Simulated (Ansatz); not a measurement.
# CdInH, from a guessed structure to a relaxed one

This structure for CdInH is made up. Its elements were placed in a known structure type with a cell scaled to their sizes. What cell does the guess relax to, and how far off was it?

Method: DFT, r2SCAN, plane-wave PAW, files of the set soft_1, scalar-relativistic, no spin, cell and ions relaxed at zero pressure; PAW set soft_1, in the first sound run; inputs show where later runs differ, in Ansatz 0.2.0.

### 1. The starting structure

Symmetry: Pmma, No. 51, orthorhombic system. Conventional cell: a = 5.031 Å, b = 3.433 Å, c = 5.365 Å, α = 90.00°, β = 90.00°, γ = 90.00°. In has 4 H at 2.53 Å nearest. Nearest to Cd lie 2 H at 2.02 Å. Nearest to H lie 2 Cd at 2.02 Å. Farther neighbours are not listed.

Structure file:

```cif
data_structure
_symmetry_space_group_name_H-M 'P 1'
_symmetry_Int_Tables_number 1
_cell_length_a 5.0310
_cell_length_b 3.4330
_cell_length_c 5.3650
_cell_angle_alpha 90.000
_cell_angle_beta 90.000
_cell_angle_gamma 90.000
_cell_volume 92.66
loop_
_atom_site_label
_atom_site_type_symbol
_atom_site_fract_x
_atom_site_fract_y
_atom_site_fract_z
_atom_site_occupancy
In1 In 0.25000 0.50000 0.74610 1
In2 In 0.75000 0.50000 0.25390 1
Cd3 Cd 0.25000 0.00000 0.29530 1
Cd4 Cd 0.75000 0.00000 0.70470 1
H5 H 0.00000 0.00000 0.00000 1
H6 H 0.50000 0.00000 0.00000 1
```

### 2. Relaxation of the guess

The guess takes its coordinates from another compound and its volume from a rule, so the cell and any free coordinates are relaxed together.

input.yaml

```yaml
crystal:
  lattice:
    - [5.031, 0.0, 0.0]
    - [0.0, 3.433, 0.0]
    - [0.0, 0.0, 5.365]
  atoms:
    - { symbol: In, position: [0.25, 0.5, 0.7461] }
    - { symbol: In, position: [0.75, 0.5, 0.2539] }
    - { symbol: Cd, position: [0.25, 0.0, 0.2953] }
    - { symbol: Cd, position: [0.75, 0.0, 0.7047] }
    - { symbol: H, position: [0.0, 0.0, 0.0] }
    - { symbol: H, position: [0.5, 0.0, 0.0] }
kpoints:
  mp_grid: { grid: [5, 8, 5] }
scf:
  occupations: { method: fermi_dirac, width: 0.05 }
hamiltonian:
  xc: r2scan
  pseudopotentials: { kind: paw, azcp: { folder: soft_1 } }
relax:
  f_tol: 0.015
  max_steps: 70
  cell: {}
output:
  forces: true
  stress: true
```

Run with:

```sh
$ ansatz run input.yaml --threads 4 --pin off --max-ram 10240MiB --backend cpu --events-out ev --progress --plain --runs-dir out
```

Numbers of over 12 decimals in the logs are rounded to 6 here.

The log of the run:

```text
Engine: ansatz 0.2.0, x86_64-unknown-linux-gnu
Pseudopotentials: kind: paw
Pseudopotential: In, paw, valence charge 13, recommended cutoff 500 eV (meta_gga), soft_1/In.paw.azcp
Pseudopotential: Cd, paw, valence charge 20, recommended cutoff 500 eV (meta_gga), soft_1/Cd.paw.azcp
Pseudopotential: H, paw, valence charge 1, recommended cutoff 500 eV (meta_gga), soft_1/H.paw.azcp
Functional definition: r2SCAN
  parameter k0 = 0.174
  parameter k1 = 0.065
  parameter a1 = 4.9479
  exchange = r2scan_x(k0 = k0, k1 = k1, a1 = a1)
  correlation = r2scan_c
Crystal: 6 atoms, lattice volume = 92.661 Å³
Basis set: ecut = 500 eV, 2353 PW (Γ), exchange–correlation on 160×108×160 points (64 copies of the dense FFT grid, shifted against one another)
Bands: 41, of which v1, the nominal top of the filled ones, is band 34 counted from 1 (33 counted from 0)
Symmetry: 8 space group operations
Space group: Pmma (ITA 51), of the structure as read, at distance tolerance 4.5e-5 Å
k-points: 45 of 200
Non-local potential: In, projectors of the file, l = 0: 2, l = 1: 2, l = 2: 2, l = 3: 1
Non-local potential: Cd, projectors of the file, l = 0: 3, l = 1: 2, l = 2: 2, l = 3: 1
Non-local potential: H, projectors of the file, l = 0: 2, l = 1: 1
PAW form: soft (Blöchl's): semilocal exchange-correlation on the pseudo side does not see the compensation charge
PAW frozen core: In, regenerated for the run's functional (the file was generated under x = pbe(κ = 0.804, μ = 0.219515), c = pbe(β = 0.066725))
PAW frozen core: Cd, regenerated for the run's functional (the file was generated under x = pbe(κ = 0.804, μ = 0.219515), c = pbe(β = 0.066725))
PAW one-centre angular grid: In, 590 points (default); XC on 160 Gauss nodes
PAW one-centre angular grid: Cd, 590 points (default); XC on 160 Gauss nodes
PAW one-centre angular grid: H, 302 points (default); XC on 160 Gauss nodes
Initial density: superposition of atomic densities (chi_scale 0.1, normalization cell, long waves kept (reshape's long-wave potential 0.05 eV rms))
Initial wavefunctions: pseudopotential atomic-orbital guess
Functional: x = r2scan, c = r2scan; τ floored in thin density (d = 2e-4 eV/Å³)
iter 1 solved again at ethr=2.48e-3 eV; its pass at ethr=3.10e-3 eV (dr2=1.68e0 eV) is discarded
SCF iter   1: F=—  HF=-27789.811142 eV  |F-HF|=—  |Δ(HF+E_count)|=         —  Δρ=3.91e-2  dr2=1.69e0  dr2_τ=4.33e-2  ethr=2.48e-3  ⟨swp⟩=1.1  Hψ=9091  notcnv=0
preconditioner: auto → Kerker (q_TF=auto, 2.591 Å⁻¹)  [metal: Δε(μ)=0.075 eV  Ē_g=14.008 eV  σ=0.050 eV  W_gap=0.32  n_scr=30 (ndim 8)  ℏωp=27.8 eV  f_vac=0.000  D(μ)=2.01/eV (n_scr^D=10)]
SCF iter   2: F=—  HF=-27789.544185 eV  |F-HF|=—  |Δ(HF+E_count)|=   2.67e-1  Δρ=2.14e-2  dr2=5.48e-1  dr2_τ=3.50e-3  ethr=2.48e-3  ⟨swp⟩=3.0  Hψ=2848  notcnv=0
SCF iter   3: F=—  HF=-27789.439534 eV  |F-HF|=—  |Δ(HF+E_count)|=   1.05e-1  Δρ=5.70e-3  dr2=2.98e-2  dr2_τ=2.34e-3  ethr=8.05e-4  ⟨swp⟩=2.4  Hψ=2653  notcnv=0  defer=34
SCF iter   4: F=—  HF=-27789.449342 eV  |F-HF|=—  |Δ(HF+E_count)|=   9.81e-3  Δρ=3.15e-3  dr2=7.21e-3  dr2_τ=2.38e-4  ethr=4.38e-5  ⟨swp⟩=2.0  Hψ=2909  notcnv=0  defer=51
SCF iter   5: F=—  HF=-27789.454775 eV  |F-HF|=—  |Δ(HF+E_count)|=   5.43e-3  Δρ=7.44e-4  dr2=5.98e-4  dr2_τ=1.48e-5  ethr=1.06e-5  ⟨swp⟩=2.0  Hψ=3152  notcnv=0  defer=51
SCF iter   6: F=—  HF=-27789.454909 eV  |F-HF|=—  |Δ(HF+E_count)|=   1.34e-4  Δρ=3.03e-4  dr2=1.41e-4  dr2_τ=2.38e-6  ethr=8.79e-7  ⟨swp⟩=2.0  Hψ=2623  notcnv=0  defer=51
SCF iter   7: F=—  HF=-27789.454976 eV  |F-HF|=—  |Δ(HF+E_count)|=   6.75e-5  Δρ=1.10e-4  dr2=2.00e-5  dr2_τ=3.19e-7  ethr=2.08e-7  ⟨swp⟩=2.0  Hψ=2749  notcnv=0  defer=51
SCF iter   8: F=—  HF=-27789.454987 eV  |F-HF|=—  |Δ(HF+E_count)|=   1.05e-5  Δρ=3.03e-5  dr2=8.09e-7  dr2_τ=2.10e-8  ethr=2.94e-8  ⟨swp⟩=2.0  Hψ=2854  notcnv=0  defer=51
SCF iter   9: F=-27789.454988 eV  HF=-27789.454988 eV  |F-HF|=4.01e-8  |Δ(HF+E_count)|=   1.08e-6  Δρ=8.24e-6  dr2=7.44e-8  dr2_τ=1.20e-9  ethr=1.47e-10  ⟨swp⟩=3.0  Hψ=7210  notcnv=0
SCF 1 converged in 9 iterations: F = -27789.454988 eV  dr2 = 7.44e-8
  greatest PAW one-centre occupation: 1.002 electrons in one spin orbital (limit 2), on the Cd atom at site 3 (counted from 0), in its partial waves of l = 0
relax step   1: F+E_penalty+E_count = -27789.45498779 eV  Δ(F+E_penalty+E_count) = +0.000e0 eV  max|allowed force component| = 7.006e-2 eV/Å  Δτ_max = 0.0000 Å  P = +11.093 GPa  Ω = 92.661 Å³  (9 SCF iters, dr2 threshold 1.00e-7 eV, accepted)
Crystal: 6 atoms, lattice volume = 105.217 Å³
Basis set: ecut = 500 eV, 2711 PW (Γ), exchange–correlation on 160×108×160 points (64 copies of the dense FFT grid, shifted against one another)
Initial density: handed on by an earlier stage of this run
Initial wavefunctions: those handed on with the density
iter 1 solved again at ethr=1.20e-4 eV; its pass at ethr=3.10e-3 eV (dr2=8.17e-2 eV) is discarded
SCF iter   1: F=—  HF=-27788.744152 eV  |F-HF|=—  |Δ(HF+E_count)|=         —  Δρ=9.15e-3  dr2=8.25e-2  dr2_τ=9.25e-1  ethr=1.20e-4  ⟨swp⟩=1.8  Hψ=10071  notcnv=0
preconditioner: auto → Kerker (q_TF=auto, 2.537 Å⁻¹)  [metal: Δε(μ)=0.044 eV  Ē_g=14.033 eV  σ=0.050 eV  W_gap=0.21  n_scr=34 (ndim 8)  ℏωp=26.1 eV  f_vac=0.000  D(μ)=2.12/eV (n_scr^D=10)]
SCF iter   2: F=—  HF=-27789.946081 eV  |F-HF|=—  |Δ(HF+E_count)|=    1.20e0  Δρ=4.48e-3  dr2=2.08e-2  dr2_τ=8.72e-4  ethr=1.20e-4  ⟨swp⟩=3.0  Hψ=3968  notcnv=0
SCF iter   3: F=—  HF=-27789.944108 eV  |F-HF|=—  |Δ(HF+E_count)|=   1.97e-3  Δρ=2.84e-3  dr2=9.62e-3  dr2_τ=9.19e-5  ethr=3.06e-5  ⟨swp⟩=1.0  Hψ=2045  notcnv=0  defer=1
SCF iter   4: F=—  HF=-27789.943343 eV  |F-HF|=—  |Δ(HF+E_count)|=   7.65e-4  Δρ=7.44e-4  dr2=5.19e-4  dr2_τ=2.05e-5  ethr=1.41e-5  ⟨swp⟩=2.2  Hψ=2710  notcnv=0  defer=1
SCF iter   5: F=—  HF=-27789.943507 eV  |F-HF|=—  |Δ(HF+E_count)|=   1.64e-4  Δρ=3.28e-4  dr2=1.42e-4  dr2_τ=2.68e-6  ethr=7.64e-7  ⟨swp⟩=2.9  Hψ=2981  notcnv=0  defer=1
SCF iter   6: F=—  HF=-27789.943566 eV  |F-HF|=—  |Δ(HF+E_count)|=   5.93e-5  Δρ=7.94e-5  dr2=1.62e-5  dr2_τ=1.47e-7  ethr=2.09e-7  ⟨swp⟩=2.0  Hψ=2536  notcnv=0  defer=1
SCF iter   7: F=—  HF=-27789.943569 eV  |F-HF|=—  |Δ(HF+E_count)|=   3.07e-6  Δρ=3.98e-5  dr2=3.44e-6  dr2_τ=3.16e-8  ethr=2.39e-8  ⟨swp⟩=2.0  Hψ=2985  notcnv=0  defer=1
SCF iter   8: F=-27789.943570 eV  HF=-27789.943570 eV  |F-HF|=5.96e-8  |Δ(HF+E_count)|=   7.54e-7  Δρ=1.46e-5  dr2=3.16e-7  dr2_τ=4.82e-9  ethr=8.82e-10  ⟨swp⟩=3.0  Hψ=7187  notcnv=0
SCF 2 converged in 8 iterations: F = -27789.943570 eV  dr2 = 3.16e-7
[...]
[... from here on, the SCF cycles and remarks between the steps are left out ...]
relax step   4: F+E_penalty+E_count = -27790.22074064 eV  Δ(F+E_penalty+E_count) = -1.770e-1 eV  max|allowed force component| = 2.373e-1 eV/Å  Δτ_max = 0.1951 Å  P = -0.599 GPa  Ω = 113.089 Å³  energy of the carried Pulay correction = -9.450e-3 eV  (10 SCF iters, dr2 threshold 6.00e-7 eV, accepted)
relax step   5: F+E_penalty+E_count = -27790.45368114 eV  Δ(F+E_penalty+E_count) = -2.329e-1 eV  max|allowed force component| = 1.407e-1 eV/Å  Δτ_max = 0.1957 Å  P = -0.772 GPa  Ω = 115.356 Å³  energy of the carried Pulay correction = -1.038e-2 eV  (10 SCF iters, dr2 threshold 6.00e-7 eV, accepted)
relax step   6: F+E_penalty+E_count = -27790.60721700 eV  Δ(F+E_penalty+E_count) = -1.535e-1 eV  max|allowed force component| = 2.626e-1 eV/Å  Δτ_max = 0.1784 Å  P = +0.204 GPa  Ω = 114.926 Å³  energy of the carried Pulay correction = -1.021e-2 eV  (10 SCF iters, dr2 threshold 6.00e-7 eV, accepted)
relax step   7: F+E_penalty+E_count = -27790.62705092 eV  Δ(F+E_penalty+E_count) = -1.983e-2 eV  max|allowed force component| = 3.187e-1 eV/Å  Δτ_max = 0.0435 Å  P = +3.461 GPa  Ω = 106.407 Å³  energy of the carried Pulay correction = -6.570e-3 eV  (8 SCF iters, dr2 threshold 6.00e-7 eV, accepted)
relax step   8: F+E_penalty+E_count = -27790.68655704 eV  Δ(F+E_penalty+E_count) = -5.951e-2 eV  max|allowed force component| = 1.214e-1 eV/Å  Δτ_max = 0.0276 Å  P = +1.345 GPa  Ω = 110.533 Å³  energy of the carried Pulay correction = -8.370e-3 eV  (7 SCF iters, dr2 threshold 6.00e-7 eV, accepted)
relax step   9: F+E_penalty+E_count = -27790.72125248 eV  Δ(F+E_penalty+E_count) = -3.470e-2 eV  max|allowed force component| = 9.590e-2 eV/Å  Δτ_max = 0.0163 Å  P = -0.322 GPa  Ω = 112.952 Å³  energy of the carried Pulay correction = -9.392e-3 eV  (7 SCF iters, dr2 threshold 6.00e-7 eV, accepted)
relax step  10: F+E_penalty+E_count = -27790.72446244 eV  Δ(F+E_penalty+E_count) = -3.210e-3 eV  max|allowed force component| = 2.322e-3 eV/Å  Δτ_max = 0.0079 Å  P = +0.038 GPa  Ω = 112.353 Å³  energy of the carried Pulay correction = -9.141e-3 eV  (6 SCF iters, dr2 threshold 6.00e-7 eV, accepted)
relax step  11: F+E_penalty+E_count = -27790.72445803 eV  Δ(F+E_penalty+E_count) = +4.407e-6 eV  max|allowed force component| = 9.271e-4 eV/Å  Δτ_max = 0.0005 Å  P = +0.002 GPa  Ω = 112.428 Å³  energy of the carried Pulay correction = -9.173e-3 eV  (5 SCF iters, dr2 threshold 1.56e-8 eV, accepted)
relax step  12: F+E_penalty+E_count = -27790.74853693 eV  Δ(F+E_penalty+E_count) = -2.408e-2 eV  max|allowed force component| = 1.751e-3 eV/Å  Δτ_max = 0.0000 Å  P = +0.197 GPa  Ω = 112.428 Å³  stress off target by 5.51e-1 GPa  SCF on the basis re-selected at this cell (its energy is not comparable with the rows above)  (8 SCF iters)
relax step  13: F+E_penalty+E_count = -27790.75000895 eV  Δ(F+E_penalty+E_count) = -1.472e-3 eV  max|allowed force component| = 8.877e-3 eV/Å  Δτ_max = 0.0034 Å  P = +0.036 GPa  Ω = 112.862 Å³  energy of the carried Pulay correction = -1.717e-4 eV  (6 SCF iters, dr2 threshold 6.00e-7 eV, accepted)
relax step  14: F+E_penalty+E_count = -27790.75014596 eV  Δ(F+E_penalty+E_count) = -1.370e-4 eV  max|allowed force component| = 2.401e-3 eV/Å  Δτ_max = 0.0051 Å  P = +0.012 GPa  Ω = 113.035 Å³  energy of the carried Pulay correction = -2.414e-4 eV  (9 SCF iters, dr2 threshold 3.35e-8 eV, accepted)
iter 1 solved again at ethr=1.83e-8 eV; its pass at ethr=3.10e-3 eV (dr2=1.24e-5 eV) is discarded
SCF iter   1: F=—  HF=-27790.749912 eV  |F-HF|=—  |Δ(HF+E_count)|=         —  Δρ=1.78e-4  dr2=6.68e-7  dr2_τ=6.93e-7  ethr=1.83e-8  ⟨swp⟩=3.4  Hψ=12330  notcnv=0
preconditioner: auto → LDOS  [insulator: Δε(μ)=0.139 eV  Ē_g=14.056 eV  σ=0.050 eV  W_gap=0.60  n_scr=26 (ndim 8)  ℏωp=25.2 eV  f_vac=0.016  D(μ)=0.89/eV (n_scr^D=2)  ε∞_Penn≈4.2  β→1.0]
SCF iter   2: F=—  HF=-27790.750397 eV  |F-HF|=—  |Δ(HF+E_count)|=   4.84e-4  Δρ=4.53e-6  dr2=2.25e-8  dr2_τ=4.19e-10  ethr=9.83e-10  ⟨swp⟩=2.0  Hψ=3032  notcnv=0
SCF iter   3: F=—  HF=-27790.750397 eV  |F-HF|=—  |Δ(HF+E_count)|=   2.49e-8  Δρ=2.52e-6  dr2=9.81e-9  dr2_τ=2.53e-10  ethr=3.31e-11  ⟨swp⟩=2.0  Hψ=3118  notcnv=0
SCF iter   4: F=—  HF=-27790.750397 eV  |F-HF|=—  |Δ(HF+E_count)|=   1.04e-9  Δρ=5.39e-7  dr2=2.32e-10  dr2_τ=3.46e-11  ethr=1.44e-11  ⟨swp⟩=2.0  Hψ=2975  notcnv=0
SCF iter   5: F=-27790.750397 eV  HF=-27790.750397 eV  |F-HF|=7.28e-11  |Δ(HF+E_count)|=  3.20e-10  Δρ=1.42e-7  dr2=1.99e-11  dr2_τ=1.45e-12  ethr=1.00e-12  ⟨swp⟩=4.9  Hψ=6356  notcnv=0
SCF 15 converged in 5 iterations: F = -27790.750397 eV  dr2 = 1.99e-11
relax step  15: F+E_penalty+E_count = -27790.75039656 eV  Δ(F+E_penalty+E_count) = -2.506e-4 eV  max|allowed force component| = 2.405e-3 eV/Å  Δτ_max = 0.0000 Å  P = +0.012 GPa  Ω = 113.035 Å³  stress off target by 2.64e-2 GPa  SCF on the basis re-selected at this cell (its energy is not comparable with the rows above)  (5 SCF iters)
basis re-selected at this cell: Δ(F+E_penalty+E_count) = -2.506e-4 eV, ΔP = -0.000 GPa vs the last step (what re-selecting the basis moved, of the pressure what is left beyond the Pulay correction that the steps carried, after the strain that the cell walked since its last selection, with what the two solves' SCF thresholds leave and, on support functions, any second-order correction that the steps lacked; it is no m [...]
SCF converged after 5 iterations
Free energy (F): -27790.750397 eV
Harris-Foulkes:  -27790.750397 eV  (|F-HF|=7.28e-11)
Internal energy: -27790.742056 eV  (E = F + TS)
E sigma→0 (E₀):  -27790.746226 eV
Entropy (-TS):   -0.008341 eV (-1.390 meV/atom)
Fermi energy:    9.984255 eV
--- Per-component energies (eV) ---
  E_band       = -1074.637111
  E_kinetic    = 1339.298930
  E_local      = -9323.053351  (includes V_loc(G=0)·N_el)
  E_nonlocal   = 894.448017
  E_hartree    = 4170.285238
  E_xc         = -579.668466
  E_vxc        = -650.535710  (∫ρ·V_xc dr)
  E_paw        = -16706.307861  (= ΣΔE_a)
  E_vpaw       = -1720.291228  (= ΣTr[D̂ρ^β])
  E_aug_tail   = -0.000190  (compensation charges beyond the density's cutoff)
  E_vtau       = 44.926000  (kinetic-family band-sum trace: ∫τ·v_τ [+ j·A + Jᵃ·Aᵃ] dr)
  E_ewald      = -7586.545943
  E_core_change = 0.801570  (= ΣΔE_core)
  E_smearing   = -0.008341  (= −TS)
  E_closure    = 0.000000  (closes the sum)
  Σ components = -27790.750397   (vs F -27790.750397, Δ=0.00e0)
--- Forces (eV/Å), atoms counted from 1 ---
  atom   1  In     0.00000000     0.00000000     0.00240512
  atom   2  In     0.00000000     0.00000000    -0.00240512
  atom   3  Cd     0.00000000     0.00000000    -0.00188555
  atom   4  Cd     0.00000000     0.00000000     0.00188555
  atom   5  H      0.00000000    -0.00000000     0.00000000
  atom   6  H      0.00000000     0.00000000     0.00000000
  max |Σ_I F_I| component: 3.08e-33 eV/Å
--- Stress (GPa, compression-positive) ---
        0.007821       0.000000       0.000000
        0.000000       0.000579       0.000000
        0.000000       0.000000       0.026424
  P = ⅓ Tr σ = 0.0116 GPa (0.116 kbar)
--- Relaxed structure (13 steps of the walk, 13 accepted, 2 SCFs on fresh bases) ---
  F+E_penalty+E_count = -27790.75039656 eV   max|allowed force component| = 2.405e-3 eV/Å   (the final SCF, on the basis selected at the relaxed cell)
  cell:  # Å, volume = 113.0352 Å³
    - [5.200820, 0.0, 0.0]
    - [0.0, 3.126465, 0.0]
    - [0.0, 0.0, 6.951658]
  atoms:
    - { symbol: In, position: [0.25, 0.5, 0.622418] }
    - { symbol: In, position: [0.750000, 0.5, 0.377582] }
    - { symbol: Cd, position: [0.25, 0, 0.200808] }
    - { symbol: Cd, position: [0.750000, 0, 0.799192] }
    - { symbol: H, position: [0, 0, 8.622421750739021e-19] }
    - { symbol: H, position: [0.5, 0, 8.622421750739025e-19] }
```

It took 63 s on 4 threads of AMD EPYC 7B13 (Zen 3), shared host; peak memory 0.83 GiB.

The steps of the relaxation:

| step | energy less that of the first step (eV) | largest force component (eV/Å) | pressure (GPa) | volume (Å³) |
| --- | --- | --- | --- | --- |
| 1 | 0.0000 | 0.0701 | 11.09 | 92.66 |
| 2 | -0.4886 | 0.2322 | 2.08 | 105.22 |
| 3 | -0.5888 | 0.2443 | 0.28 | 109.30 |
| 4 | -0.7658 | 0.2373 | -0.60 | 113.09 |
| 5 | -0.9987 | 0.1407 | -0.77 | 115.36 |
| 6 | -1.1522 | 0.2626 | 0.20 | 114.93 |
| 7 | -1.1721 | 0.3187 | 3.46 | 106.41 |
| 8 | -1.2316 | 0.1214 | 1.35 | 110.53 |
| 9 | -1.2663 | 0.0959 | -0.32 | 112.95 |
| 10 | -1.2695 | 0.0023 | 0.04 | 112.35 |
| 11 | -1.2695 | 0.0009 | 0.00 | 112.43 |
| 12* | -1.2935 | 0.0018 | 0.20 | 112.43 |
| 13 | -1.2950 | 0.0089 | 0.04 | 112.86 |
| 14 | -1.2952 | 0.0024 | 0.01 | 113.04 |
| 15* | -1.2954 | 0.0024 | 0.01 | 113.04 |

Relaxation steps marked * repeat the geometry before them on a plane-wave basis chosen anew for their cell, so energy and pressure can jump there.

The run keeps the 8 symmetry operations that it works with, so distortions that break them were not tested.

| cell as run | before | after | change |
| --- | --- | --- | --- |
| a (Å) | 5.031 | 5.201 | +3.4 % |
| b (Å) | 3.433 | 3.126 | -8.9 % |
| c (Å) | 5.365 | 6.952 | +29.6 % |
| volume (Å³/atom) | 15.44 | 18.84 | +22.0 % |

The atoms that moved most (Å, as changes of fractional coordinates times the final cell):

| atom | dx | dy | dz | length |
| --- | --- | --- | --- | --- |
| In1 | 0.000 | 0.000 | -0.860 | 0.860 |
| In2 | 0.000 | 0.000 | 0.860 | 0.860 |
| Cd3 | 0.000 | 0.000 | -0.657 | 0.657 |
| Cd4 | 0.000 | 0.000 | 0.657 | 0.657 |

The relaxed structure:

```xyz
6
Lattice="5.2008 0.0000 0.0000 0.0000 3.1265 0.0000 0.0000 0.0000 6.9517" Properties=species:S:1:pos:R:3 pbc="T T T"
In    1.3002    1.5632    4.3268
In    3.9006    1.5632    2.6248
Cd    1.3002    0.0000    1.3959
Cd    3.9006    0.0000    5.5557
H     0.0000    0.0000    0.0000
H     2.6004    0.0000    0.0000
```

This step gave:

* free energy: -27790.7504 eV
* energy at zero smearing: -27790.7462 eV
* smearing term TS: 0.008341 eV
* Fermi energy: 9.984 eV
* electrons: 68
* symmetry operations: 8
* pressure: 0.01161 GPa

The shortest distance of each pair, which need not be the same contact before and after:

| pair | guess (Å) | relaxed (Å) |
| --- | --- | --- |
| Cd–H | 2.023 | 1.908 |
| H–H | 2.515 | 2.600 |
| In–In | 3.433 | 3.108 |
| Cd–Cd | 3.339 | 3.126 |
| Cd–In | 2.966 | 3.274 |

The relaxation ends with a largest force component of 0.0024 eV/Å and a pressure of 0.01 GPa.

(Continued in part 2 of 2.)

[Logs are printed without paths, hosts, clocks, repeated set-up lines and the standing remarks that a program may print on its own settings, such as how far it seeks lower states.]

[Hosts, paths, dates, database ids (printed as entryN), source tags and the programs' standing remarks are cut or masked in the printed files.]
